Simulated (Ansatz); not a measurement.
# Mo2C monolayer: the cell at rest

Wanted: the relaxed cell of Mo2C monolayer.

Main program and level: Ansatz 0.2.0; DFT PBEsol, scalar-relativistic, plane waves, PAW; PAW set soft_1.

## (1) The structure

The cell holds 3 atoms: 1 C and 2 Mo. Cell: a = 2.950 Å, b = 2.950 Å, c = 20.000 Å, α = 90.0°, β = 90.0°, γ = 120.0°. It derives from Mo2C. Vacuum lies along c.

## (2) Probe on a coarse mesh

A quick single point on a coarse mesh tells whether the cell has a gap and how far it is from rest, which sets the k mesh and smearing that follow.

The program solves this slab on a cell height of its own, 28.6 Å, in place of the one typed.

Input file input.yaml:

```yaml
crystal:
  lattice:
    - [2.95, 0.0, 0.0]
    - [-1.475, 2.55477, 0.0]
    - [0.0, 0.0, 20.0]
  atoms:
    - { symbol: C, position: [0.0, 0.0, 0.5] }
    - { symbol: Mo, position: [0.333333, 0.666667, 0.56] }
    - { symbol: Mo, position: [0.666667, 0.333333, 0.44] }
  periodic: [true, true, false]
kpoints:
  mp_grid: { grid: [9, 9, 1] }
hamiltonian:
  xc: pbesol
  pseudopotentials: { kind: paw, azcp: { folder: soft_1 }, xc_functional: pbe }
scf:
  occupations: { method: gaussian, width: 0.1 }
output:
  forces: true
  stress: true
  eigenvalues: true
```

Command:

```console
$ ansatz run input.yaml --threads 8 --pin off --max-ram 16384MiB --backend cpu --events-out ev --progress --plain --runs-dir out
```

Numbers of over 12 decimals in the logs are rounded to 6 here.

What it wrote:

```text
[...]
--- Band table (eV; the first three rows and the last of 12) ---
  k-point 0: bands = [... 12 lower, -7.3555, -6.2308, -6.2308, -5.6744, -5.6103, -4.6821, -4.6821, -3.7388]
  k-point 1: bands = [... 12 lower, -7.2794, -6.7289, -6.0151, -5.9385, -5.4600, -4.8098, -4.6434, -3.5070]
  k-point 2: bands = [... 12 lower, -7.9005, -6.6742, -6.5098, -5.2893, -5.2192, -4.4930, -4.1293, -3.2671]
  k-point 11: bands = [... 12 lower, -6.7404, -6.5920, -6.5920, -5.5156, -3.7172, -3.7172, -2.2010, -2.2010]
[key lines of the parts left out:]
SCF converged after 9 iterations
Free energy (F): -10039.114508 eV
Fermi energy:    -4.942557 eV
P = ½ c Tr σ = -1.7734 N/m
```

The job ended after 0.72 s (8 threads of Arm Neoverse V2, shared host; peak memory 0.56 GiB; 4.2 s of CPU time).

Numbers from this step:

```yaml
gap_on_the_k_mesh: 0 eV
area_per_atom: 2.512 Å²
```

The coarse mesh shows no gap.

## (3) Bringing the structure to rest

Harmonic phonons are second derivatives at a point where the forces vanish, and they are wanted at zero stress, so atoms and cell are relaxed first.

The program solves this slab on a cell height of its own, 28.6 Å, in place of the one typed.

input.yaml: that of step 2 with these lines changed.

```diff
@@ -11,3 +11,3 @@
 kpoints:
-  mp_grid: { grid: [9, 9, 1] }
+  mp_grid: { grid: [18, 18, 1] }
 hamiltonian:
@@ -21 +21,10 @@
   eigenvalues: true
+  write_density: true
+  write_potential: true
+  elf: true
+  volumetric_format: npy
+relax:
+  adjacent_minimum: "off"
+  f_tol: 0.005
+  max_steps: 80
+  cell: { stress_2d_tol: 0.02 }
```

What it wrote:

```text
[...]
Crystal: 3 atoms, lattice volume = 215.546 Å³
Basis set: ecut = 420 eV, 4139 PW (Γ), exchange–correlation on 40×40×384 points (8 copies of the dense FFT grid, shifted against one another)
Bands: 20, of which v1, the nominal top of the filled ones, is band 16 counted from 1 (15 counted from 0)
Symmetry: 12 space group operations
[...]
k-points: 37 of 324
[...]
SCF iter   1: F=—  HF=-10044.109205 eV  |F-HF|=—  |Δ(HF+E_count)|=         —  Δρ=7.24e-2  dr2=2.18e1  ethr=3.10e-3  ⟨swp⟩=11.6  Hψ=6115  notcnv=0
[...]
SCF iter  10: F=-10039.125592 eV  HF=-10039.125592 eV  |F-HF|=3.50e-9  |Δ(HF+E_count)|=   1.80e-8  Δρ=3.69e-7  dr2=6.07e-10  ethr=4.53e-11  ⟨swp⟩=11.9  Hψ=6860  notcnv=0
SCF 1 converged in 10 iterations: F = -10039.125592 eV  dr2 = 6.07e-10
[...]
relax step   1: F+E_penalty+E_count = -10039.12559225 eV  Δ(F+E_penalty+E_count) = +0.000e0 eV  max|allowed force component| = 4.034e-1 eV/Å  Δτ_max = 0.0000 Å  P = -2.113 N/m  Ω = 215.546 Å³  fix = [c, alpha, beta]  reactions: c +0.000 N/m  (10 SCF iters, dr2 threshold 1.00e-7 eV, accepted)
Crystal: 3 atoms, lattice volume = 213.868 Å³
Basis set: ecut = 420 eV, 4127 PW (Γ), exchange–correlation on 40×40×384 points (8 copies of the dense FFT grid, shifted against one another)
[...]
iter 1 solved again at ethr=3.91e-5 eV; its pass at ethr=3.10e-3 eV (dr2=1.25e-2 eV) is discarded
[...]
SCF iter   5: F=-10039.134434 eV  HF=-10039.134434 eV  |F-HF|=1.72e-7  |Δ(HF+E_count)|=   1.93e-6  Δρ=1.19e-5  dr2=2.68e-7  ethr=9.37e-10  ⟨swp⟩=24.2  Hψ=10377  notcnv=0
SCF 2 converged in 5 iterations: F = -10039.134434 eV  dr2 = 2.68e-7
relax step   2: F+E_penalty+E_count = -10039.13443370 eV  Δ(F+E_penalty+E_count) = -8.841e-3 eV  max|allowed force component| = 6.159e-3 eV/Å  Δτ_max = 0.0139 Å  P = +0.561 N/m  Ω = 213.868 Å³  energy of the carried Pulay correction = +1.793e-4 eV  fix = [c, alpha, beta]  reactions: c +0.000 N/m  (5 SCF iters, dr2 threshold 3.00e-7 eV, accepted)
Crystal: 3 atoms, lattice volume = 214.949 Å³
[...]
SCF iter   5: F=-10039.135392 eV  HF=-10039.135392 eV  |F-HF|=2.96e-8  |Δ(HF+E_count)|=   1.13e-7  Δρ=4.65e-6  dr2=1.04e-7  ethr=9.37e-10  ⟨swp⟩=21.2  Hψ=9472  notcnv=0
SCF 3 converged in 5 iterations: F = -10039.135392 eV  dr2 = 1.04e-7
relax step   3: F+E_penalty+E_count = -10039.13539213 eV  Δ(F+E_penalty+E_count) = -9.584e-4 eV  max|allowed force component| = 2.289e-2 eV/Å  Δτ_max = 0.0056 Å  P = +0.208 N/m  Ω = 214.949 Å³  energy of the carried Pulay correction = +6.368e-5 eV  fix = [c, alpha, beta]  reactions: c +0.000 N/m  (5 SCF iters, dr2 threshold 3.00e-7 eV, accepted)
[...]
relax step   4: F+E_penalty+E_count = -10039.13580655 eV  Δ(F+E_penalty+E_count) = -4.144e-4 eV  max|allowed force component| = 1.986e-3 eV/Å  Δτ_max = 0.0097 Å  P = +0.016 N/m  Ω = 216.353 Å³  energy of the carried Pulay correction = -8.575e-5 eV  fix = [c, alpha, beta]  reactions: c +0.000 N/m  (6 SCF iters, dr2 threshold 7.06e-8 eV, accepted)
[...]
SCF iter   1: F=—  HF=-10039.135682 eV  |F-HF|=—  |Δ(HF+E_count)|=         —  Δρ=1.39e-5  dr2=2.84e-8  ethr=1.78e-7  ⟨swp⟩=7.0  Hψ=10032  notcnv=0
eigensolver tolerance schedule: the retry pair's looser diagonalisation over-reported the residual by 2009.22 of it (diagonalisation noise at 0.13 of the residual, at the tolerance the schedule requests for it); recorded, not acted on — ethr = c·dr2/N_el stays at c = 1.0e-1
[...]
SCF iter   2: F=—  HF=-10039.135887 eV  |F-HF|=—  |Δ(HF+E_count)|=   2.05e-4  Δρ=1.60e-6  dr2=6.68e-9  ethr=8.87e-11  ⟨swp⟩=5.2  Hψ=2565  notcnv=0
[...]
SCF iter   7: F=-10039.135887 eV  HF=-10039.135887 eV  |F-HF|=1.75e-9  |Δ(HF+E_count)|=   1.94e-8  Δρ=1.42e-8  dr2=2.92e-13  ethr=1.00e-12  ⟨swp⟩=14.1  Hψ=5760  notcnv=0
SCF 5 converged in 7 iterations: F = -10039.135887 eV  dr2 = 2.92e-13
relax step   5: F+E_penalty+E_count = -10039.13588667 eV  Δ(F+E_penalty+E_count) = -8.012e-5 eV  max|allowed force component| = 2.028e-3 eV/Å  Δτ_max = 0.0000 Å  P = +0.018 N/m  Ω = 216.353 Å³  fix = [c, alpha, beta]  reactions: c +0.000 N/m  stress off target by 1.80e-2 N/m on what of the cell is left free  SCF on the basis re-selected at this cell (its energy is not comparable with the rows above)  (7 SCF iters)
basis re-selected at this cell: Δ(F+E_penalty+E_count) = -8.012e-5 eV, ΔP = +0.002 N/m vs the last step (what re-selecting the basis moved, of the pressure what is left beyond the Pulay correction that the steps carried, after the strain that the cell walked since its last selection, with what the two solves' SCF thresholds leave and, on support functions, any second-order correction that the steps lacked; it is no m [...]
SCF converged after 7 iterations
Free energy (F): -10039.135887 eV
[...]
Internal energy: -10039.123965 eV  (E = F + TS)
E sigma→0 (E₀):  -10039.129926 eV
Entropy (-TS):   -0.011922 eV (-3.974 meV/atom)
Fermi energy:    -5.007425 eV
[...]
--- Forces (eV/Å), atoms counted from 1 ---
  atom   1  C      0.00000000     0.00000000     0.00000000
  atom   2  Mo    -0.00000000    -0.00000000    -0.00202752
  atom   3  Mo     0.00000000     0.00000000     0.00202752
  max |Σ_I F_I| component: 1.29e-31 eV/Å
--- 2D stress c σ (N/m, compression-positive) ---
        0.018014       0.000000       0.000000
        0.000000       0.018014       0.000000
        0.000000       0.000000       0.000000
  P = ½ c Tr σ = 0.0180 N/m
--- Band table (eV; the first three rows and the last of 37) ---
  k-point 0: bands = [... 12 lower, -7.2230, -6.3838, -6.3838, -5.7136, -5.6485, -4.7830, -4.7830, -3.7071]
  k-point 1: bands = [... 12 lower, -7.2029, -6.5551, -6.3117, -5.7698, -5.5965, -4.8287, -4.8037, -3.6345]
  k-point 2: bands = [... 12 lower, -7.2036, -6.8608, -6.1045, -6.0496, -5.4873, -4.8864, -4.7064, -3.4813]
  k-point 36: bands = [... 12 lower, -6.8820, -6.7256, -6.7256, -5.4709, -3.7811, -3.7811, -2.1911, -2.1911]
--- Relaxed structure (4 steps of the walk, 4 accepted, 1 SCFs on fresh bases) ---
  F+E_penalty+E_count = -10039.13588667 eV   max|allowed force component| = 2.028e-3 eV/Å   (the final SCF, on the basis selected at the relaxed cell)
  cell:  # Å, volume = 216.3530 Å³
    - [2.955515, 0.0, 0]
    - [-1.477757, 2.559551, 0]
    - [0, 0, 28.6]
  atoms:
    - { symbol: C, position: [0, 0, 0.349650] }
    - { symbol: Mo, position: [0.333333, 0.666667, 0.390587] }
    - { symbol: Mo, position: [0.666667, 0.333333, 0.308713] }
```

Run time: 8 s. Hardware: 8 threads; peak memory 0.69 GiB; 58 s of CPU time.

Step by step:

```
step  energy less that of the first step (eV)  largest force component (eV/Å)  volume (Å³)
   1                                   0.0000                          0.4034       215.55
   2                                  -0.0088                          0.0062       213.87
   3                                  -0.0098                          0.0229       214.95
   4                                  -0.0102                          0.0020       216.35
  5*                                  -0.0103                          0.0020       216.35
```

Relaxation steps marked * repeat the geometry before them on a plane-wave basis chosen anew for their cell, so energy and pressure can jump there.

The run keeps the 12 symmetry operations that it works with, so distortions that break them were not tested.

```
cell as run  before  after  change
      a (Å)   2.950  2.956  +0.2 %
      b (Å)   2.950  2.956  +0.2 %
```

The atoms that moved most (Å, along periodic axes as changes of fractional coordinates times the final cell, across vacuum about the mean position):

```
atom     dx     dy      dz  length
 Mo3  0.000  0.000   0.029   0.029
 Mo2  0.000  0.000  -0.029   0.029
```

The relaxed structure:

```xyz
3
Lattice="2.9555 0.0000 0.0000 -1.4778 2.5596 0.0000 0.0000 0.0000 28.6000" Properties=species:S:1:pos:R:3
C     0.0000    0.0000   10.0000
Mo    0.0000    1.7064   11.1708
Mo    1.4778    0.8532    8.8292
```

This step gave:

- area per atom: 2.522 Å²

Valence density in the ac plane at fractional y = 0.000, with atoms of C within 0.2 Å of it. It is the smooth field of the valence electrons, not physical close to the nuclei.

Ten steps, logarithmic in the rise over the least value, from '_' (0.0 e/Å³) to '@' (1.6 e/Å³), each cell a mean:
```
______________________________
______________________________
______________________________
______________________________
______________________________
______________________________
______________________________
______________________________
______________________________
______________________________
______________________________
______________________________
......____________________....
==============================
############%%%%%%%%##########
@@@@@@@@%%############%%@@@@@@
############%%%%%%%%##########
============++++++++==========
..............................
______________________________
______________________________
______________________________
______________________________
______________________________
```
Columns run along a (3.0 Å), rows up along c (28.6 Å). Atoms in or near the plane, at fractional coordinates: C at (0.00, 0.35).

Electrostatic potential energy in the ac plane at fractional y = 0.000, with atoms of C within 0.2 Å of it. With pseudopotentials it is smooth inside the atoms' cores, unlike the true potential.

Ten even steps from '0' (-24 eV) to '9' (0 eV), each cell a mean:
```
999999999999999
999999999999999
999999999999999
999999999999999
999999999999999
999999999999999
999999999999999
999999999999999
999999999999999
999999999999999
999999999999999
999999999999999
999999999999999
999988877888999
777653100135677
000156555565100
666653100135666
999988777788999
999999999999999
999999999999999
999999999999999
999999999999999
999999999999999
999999999999999
```
Columns run along a (3.0 Å; values clipped at the 3rd and 97th percentile), rows up along c (28.6 Å). Atoms in or near the plane, at fractional coordinates: C at (0.00, 0.35).

ELF in the ac plane at fractional y = 0.000, with atoms of C within 0.2 Å of it. It is the smooth field of the valence electrons, not physical close to the nuclei.

Ten even steps from '_' (0.00) to '@' (0.71), each cell a mean:
```
______________________________
______________________________
______________________________
______________________________
______________________________
______________________________
______________________________
______________________________
______________________________
______________________________
______________________________
______________________________
----::::................::::--
%%####++==--::::::::--==++####
####**==----==++++==----==**##
==++%%@@%%++--------++%%@@%%++
####**==----========----==**##
%%##**++==--::::::::--==++**##
------::::............::::----
______________________________
______________________________
______________________________
______________________________
______________________________
```
Columns run along a (3.0 Å), rows up along c (28.6 Å). Atoms in or near the plane, at fractional coordinates: C at (0.00, 0.35).

## (4) Tight relaxation

Phonons need a cell at rest on their own settings, so the relaxation is repeated with tight tolerances on forces and stress on the k mesh and occupations of the first response run.

input.yaml, the sections that differ from step 3:

```yaml
crystal:
  lattice:
    - [2.9555147615, 0.0, 0.0]
    - [-1.4777573808, 2.5595508647, 0.0]
    - [0.0, 0.0, 28.6]
  atoms:
    - { symbol: C, position: [0.0, 0.0, 0.3496503497] }
    - { symbol: Mo, position: [0.3333333333, 0.6666666667, 0.3905874797] }
    - { symbol: Mo, position: [0.6666666667, 0.3333333333, 0.3087132196] }
  periodic: [true, true, false]
scf:
  occupations: { method: methfessel_paxton, width: 0.2 }
output:
  forces: true
  stress: true
  eigenvalues: true
relax:
  adjacent_minimum: "off"
  f_tol: 0.001
  max_steps: 60
  cell: { stress_2d_tol: 0.002 }
# kpoints, hamiltonian: as in step 3
```

What it wrote:

```text
[...]
Crystal: 3 atoms, lattice volume = 216.353 Å³
Basis set: ecut = 420 eV, 4151 PW (Γ), exchange–correlation on 40×40×384 points (8 copies of the dense FFT grid, shifted against one another)
Bands: 20, of which v1, the nominal top of the filled ones, is band 16 counted from 1 (15 counted from 0)
[... 1 set-up line as in the run before ...]
[...]
k-points: 37 of 324
[...]
--- Relaxed structure (5 steps of the walk, 4 accepted, 1 SCFs on fresh bases) ---
[...]
cell:  # Å, volume = 216.9953 Å³
    - [2.959899, 2.8910214365935763e-11, 0]
    - [-1.479949, 2.563348, 0]
    - [0, 0, 28.6]
  atoms:
    - { symbol: C, position: [0, 0, 0.349650] }
    - { symbol: Mo, position: [0.333333, 0.666667, 0.390416] }
    - { symbol: Mo, position: [0.666667, 0.333333, 0.308884] }
[key lines of the parts left out:]
SCF converged after 7 iterations
Free energy (F): -10039.128035 eV
Fermi energy:    -4.991429 eV
P = ½ c Tr σ = 0.0015 N/m
```

The job ended after 8.6 s (8 threads; peak memory 0.68 GiB; 62 s of CPU time).

Step by step:

```
step  energy less that of the first step (eV)  largest force component (eV/Å)  volume (Å³)
   1                                   0.0000                          0.0156       216.35
   2                                   0.0000                          0.0114       216.54
   3                                   0.0000                          0.0028       217.00
   4                                   0.0000                          0.0031       217.01
   5                                   0.0000                          0.0005       217.00
  6*                                  -0.0001                          0.0005       217.00
```

Relaxation steps marked * repeat the geometry before them on a plane-wave basis chosen anew for their cell, so energy and pressure can jump there. Relaxation step 4 was tried and not accepted.

The run keeps the 12 symmetry operations that it works with, so distortions that break them were not tested.

```
cell as run  before  after  change
      a (Å)   2.956  2.960  +0.1 %
      b (Å)   2.956  2.960  +0.1 %
```

The relaxed structure:

```xyz
3
Lattice="2.9599 0.0000 0.0000 -1.4799 2.5633 0.0000 0.0000 0.0000 28.6000" Properties=species:S:1:pos:R:3
C     0.0000    0.0000   10.0000
Mo    0.0000    1.7089   11.1659
Mo    1.4799    0.8544    8.8341
```

This step gave:

```yaml
area_per_atom: 2.529 Å²
```

The largest force component left is 0.53 meV/Å, within the tolerances set.

## (5) What came out

- space group after relaxation (within 0.01 Å): P-3m1
- lattice constant a: 2.960 Å
- lattice constant b: 2.960 Å
- area per atom: 2.53 Å²

**Reading.** The largest force component left is 0.53 meV/Å, within the tolerances set. The relaxation keeps the symmetry of its start, so it says nothing on stability against lower symmetry. The PAW files were made for PBE and serve the other functionals too. The starting cell was built on a prototype and not taken from a measurement.

[Logs are printed without paths, hosts, clocks, repeated set-up lines and the standing remarks that a program may print on its own settings, such as how far it seeks lower states.]

[Hosts, paths, dates, database ids (printed as entryN), source tags and the programs' standing remarks are cut or masked in the printed files.]
